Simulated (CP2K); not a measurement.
Two runs for the C K edge of 3-borylpyridine. Run A: CP2K XAS_TDP, all-electron GAPW, PBEh(45%), aug-cc-pVDZ, TDA, no relativity. Run B differs in one setting.

First lines with a strength over 0.0015. A:

```
                     atom  energy (eV)  states  strength, one atom
 C2 (bonded to B and 2 C)       280.46       1              0.0220
                                282.70       1              0.0318
                                285.77       1              0.0023
                                286.55       1              0.0023
                                286.74       1              0.0040
 C3 (bonded to 2 C and H)       280.65       1              0.0543
                                283.19       1              0.0027
                                284.96       1              0.0115
                                286.05       1              0.0042
                                286.83       1              0.0028
 C4 (bonded to 2 C and H)       281.47       1              0.0492
                                284.40       1              0.0120
                                284.91       1              0.0032
                                285.74       1              0.0031
                                285.96       1              0.0051
C5 (bonded to C, N and H)       281.25       1              0.0548
                                285.50       1              0.0121
                                285.71       1              0.0068
                                286.55       1              0.0033
                                287.76       1              0.0058
C7 (bonded to C, N and H)       281.17       1              0.0571
                                283.27       1              0.0018
                                285.71       1              0.0111
                                286.37       1              0.0044
                                287.19       1              0.0020
```

B:

```
                     atom  energy (eV)  states  strength, one atom
 C2 (bonded to B and 2 C)       286.08       1              0.0215
                                288.32       1              0.0312
                                291.40       1              0.0023
                                292.18       1              0.0023
                                292.37       1              0.0039
 C3 (bonded to 2 C and H)       286.45       1              0.0532
                                288.98       1              0.0026
                                290.75       1              0.0113
                                291.85       1              0.0041
                                292.63       1              0.0028
 C4 (bonded to 2 C and H)       287.28       1              0.0482
                                290.20       1              0.0118
                                290.72       1              0.0032
                                291.55       1              0.0030
                                291.76       1              0.0050
C5 (bonded to C, N and H)       286.99       1              0.0537
                                291.24       1              0.0118
                                291.46       1              0.0067
                                292.29       1              0.0033
                                293.50       1              0.0057
C7 (bonded to C, N and H)       286.92       1              0.0560
                                289.02       1              0.0017
                                291.46       1              0.0109
                                292.12       1              0.0043
                                292.94       1              0.0019
```

Q: Which was it: the functional, GW2X switched on, scalar relativity switched on, the basis?

GW2X switched on. GW2X shifts an atom's lines together and keeps their spacings. Against PBEh(45%) in aug-cc-pVDZ, the leading lines move by +5.62 eV (C2, to 286.08), +5.80 eV (C3, to 286.45), +5.81 eV (C4, to 287.28), +5.74 eV (C5, to 286.99) and +5.75 eV (C7, to 286.92).

[Banner, clock and machine lines of the logs are left out without a mark of their own.]

[Logs are printed without paths, hosts, clocks, repeated set-up lines and the standing remarks that a program may print on its own settings, such as how far it seeks lower states.]

[Hosts, paths, dates, database ids (printed as entryN), source tags and the programs' standing remarks are cut or masked in the printed files.]
